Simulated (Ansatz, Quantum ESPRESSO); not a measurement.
# Hf(0001), 5 layers against a metal electrode: the electrode's level over the Fermi level at a withheld member of a series

Method. Quantum ESPRESSO 7.5, PBE, GBRV ultrasoft. The slab is relaxed neutral, then held. ESM with bc3: vacuum below and a metal electrode about 6 Å above the top atoms. Cold smearing of 0.02 Ry. Charges are set per cell from the starting area. The slabs take the lattice constants of the bulk relaxed by the same program. The series steps the charge of the slab (positive: electrons removed).

```tsv
charge of the slab	electrode's level over the Fermi level (eV)
1 ×10¹³ e/cm²	5.097
2 ×10¹³ e/cm²	5.777
3 ×10¹³ e/cm²	6.468
6 ×10¹³ e/cm²	8.604
7 ×10¹³ e/cm²	9.334
8 ×10¹³ e/cm²	10.072
```

To predict: What is the electrode's level over the Fermi level at 4.5 ×10¹³ e/cm²?

**Fit.** The rows at 3 ×10¹³ e/cm² and 6 ×10¹³ e/cm² give a slope of (8.604 − (6.468))/(6 − (3)) = 0.712, so a straight line gives 7.536 eV. A parabola through these and the row at 2 ×10¹³ e/cm² gives 7.524 eV.

What the calculation gave: 7.526 eV. The line misses by +0.010 and the parabola by −0.002 eV. Both misses are under 5 % of the step from the nearer row.

**Limits.** Vacuum fills the gap; ions don't answer the charge; added electrons can spill towards the electrode at the most negative charges. Members without a usable value, or on the other side of zero field or charge, are not listed.

[Logs are printed without paths, hosts, clocks, repeated set-up lines and the standing remarks that a program may print on its own settings, such as how far it seeks lower states.]
